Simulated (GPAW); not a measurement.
# Band edges of 5 MA2Z4 monolayers below the vacuum level

Where do the band edges of these layers lie against the vacuum, how would they line up in contact, and how far do functional and basis move them?

Set-up. GPAW 26.7.0 with PAW setups. Cells and atoms relaxed with plane waves and PBE; single points at that geometry with a dipole layer: plane waves (PBE, LDA) and dzp orbitals (PBE). IE and EA are the highest filled and lowest empty Kohn-Sham levels on the mesh below the vacuum level of the upper face; the step is the upper less the lower vacuum level.

The runs side by side:

| layer | a (Å) | IE | EA | IE LDA | EA LDA | IE dzp | step |
| --- | --- | --- | --- | --- | --- | --- | --- |
| WGe2N4 | 2.983 | 5.62 | 3.89 | 6.00 | 4.28 | 5.60 | +0.02 |
| WSi2N4 | 2.879 | 5.45 | 3.00 | 5.81 | 3.42 | 5.42 | 0.00 |
| MoSi2P4 | 3.461 | 5.43 | 4.53 | 5.65 | 4.76 | 5.22 | −0.01 |
| MoGe2As4 | 3.682 | 4.99 | 4.48 | 5.23 | 4.73 | 4.76 | +0.01 |
| WSi2As4 | 3.614 | 4.79 | 4.08 | 5.07 | 4.36 | 4.58 | −0.01 |

**Answer.** The ionisation energy runs from 5.62 eV (WGe2N4) to 4.79 eV (WSi2As4), and the gap on the mesh, IE − EA, from 0.51 eV (MoGe2As4) to 2.45 eV (WSi2N4). LDA changes IE by +0.22 to +0.38 eV and the gap by −0.06 to 0.00 eV; the orbital basis changes IE by −0.23 to −0.02 eV. By Anderson's rule, WGe2N4 beside WSi2As4 has a valence offset of 5.62 − 4.79 = 0.83 eV and a conduction offset of 3.89 − 4.08 = −0.19 eV, a straddling (type I) line-up, though by a margin inside the error of semilocal gaps.

**Limits.** Energies are in eV, PBE unless marked. Semilocal gaps are too small, edges off the mesh are missed, and spin-orbit coupling is left out; stability of the layers wasn't tested. Anderson's rule ignores the charge that moves at a real contact. These layers come in several stackings of their seven planes; the one built here need not be the synthesised one, whose lattice and gap differ.
